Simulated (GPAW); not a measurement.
Consider ZrS (Fm-3m).

```
Zr S
1.0
     0.00000    2.62500    2.62500
     2.62500    0.00000    2.62500
     2.62500    2.62500    0.00000
Zr S
1 1
Direct
  0.00000 0.00000 0.00000
  0.50000 0.50000 0.50000
```

Absorber: atom 2, with 6 Zr at 2.62 Å (octahedral, site symmetry m-3m). Method: GPAW, LDA, excited-electron core hole (neutral cell), 12-atom cell with 6.4 Å between holes, 4×4×4 k points, dipole transitions, Gaussian full width 0.9 eV up to 4 eV, rising linearly to 3.5 eV at 25 eV.

The database entry behind the starting cell differs from later determinations by our own check (an axis about 1.9 % long against later determinations), so it need not match the best structure at ambient conditions.

What does the S K edge look like?

Main maxima up to 24 eV above the zero (height): 1.5 eV (1.55), 4.9 eV (1.58), 6.8 eV (1.90), 12.2 eV (0.83) and 17.6 eV (0.94). A K edge sees empty p states; the first features are S p mixed into the empty d states of the Zr neighbours, and the broad ones above probably into the cations' higher empty bands. The total-energy difference is 2475.30 eV. One term is added: -16.82 eV, since the hole is spin-paired here and a spin-polarised one costs that much less in the free atom (computed apart). The photon energy is then 2458.48 eV. The functional leaves an error in such absolute values: in the free atom LDA prices this hole 9.1 eV below PBE (computed apart), and PBE is itself good to a few eV.

The S K spectrum (energy from the lowest empty level; intensity scaled to a mean of 1 over the first 20 eV):

```
E (eV)  intensity
  -2.0       0.00
  -1.5       0.00
  -1.0       0.00
  -0.5       0.08
   0.0       0.47
   0.5       1.02
   1.0       1.35
   1.5       1.55
   2.0       1.33
   2.5       1.02
   3.0       0.96
   3.5       1.06
   4.0       1.24
   4.5       1.47
   5.0       1.57
   5.5       1.41
   6.0       1.46
   6.5       1.80
   7.0       1.85
   7.5       1.52
   8.0       1.26
   8.5       1.10
   9.0       0.90
   9.5       0.72
  10.0       0.60
  10.5       0.56
  11.0       0.60
  11.5       0.72
  12.0       0.82
  12.5       0.81
  13.0       0.71
  13.5       0.62
  14.0       0.59
  14.5       0.62
  15.0       0.66
  15.5       0.70
  16.0       0.76
  16.5       0.84
  17.0       0.91
  17.5       0.94
  18.0       0.92
  18.5       0.86
  19.0       0.78
  19.5       0.70
  20.0       0.66
  20.5       0.64
  21.0       0.66
  21.5       0.69
  22.0       0.74
  22.5       0.78
  23.0       0.81
  23.5       0.82
  24.0       0.84
  24.5       0.87
  25.0       0.93
  25.5       1.02
  26.0       1.15
  26.5       1.29
  27.0       1.41
  27.5       1.49
  28.0       1.52
  28.5       1.49
  29.0       1.40
  29.5       1.28
  30.0       1.15
  30.5       1.02
  31.0       0.89
  31.5       0.80
  32.0       0.73
```

The unit cell's mesh shows no gap over 0.35 eV. That is right for a metallic compound; for a small-gap or correlated insulator it would be the fault of the functional or of the assumed magnetic order, and the hole would be screened too well. The holes are only 6.4 Å apart, so the shape is probably not converged with cell size; no larger cell was run here. The mesh is coarse (0.30 Å⁻¹ between points), so small maxima may be mesh ripples. The structure is a published determination, not relaxed.

[Banner, clock and machine lines of the logs are left out without a mark of their own.]

[Logs are printed without paths, hosts, clocks, repeated set-up lines and the standing remarks that a program may print on its own settings, such as how far it seeks lower states.]

[Hosts, paths, dates, database ids (printed as entryN), source tags and the programs' standing remarks are cut or masked in the printed files.]

[Lists of maxima count a maximum above −3 eV only where it reaches 4 % of the highest in the window and stands out from its surroundings by 2 % of it (1.5 % where it reaches 55 %); shoulders and weaker maxima are passed over, and of the rest the first, up to two pre-edge ones and the few strongest are named.]
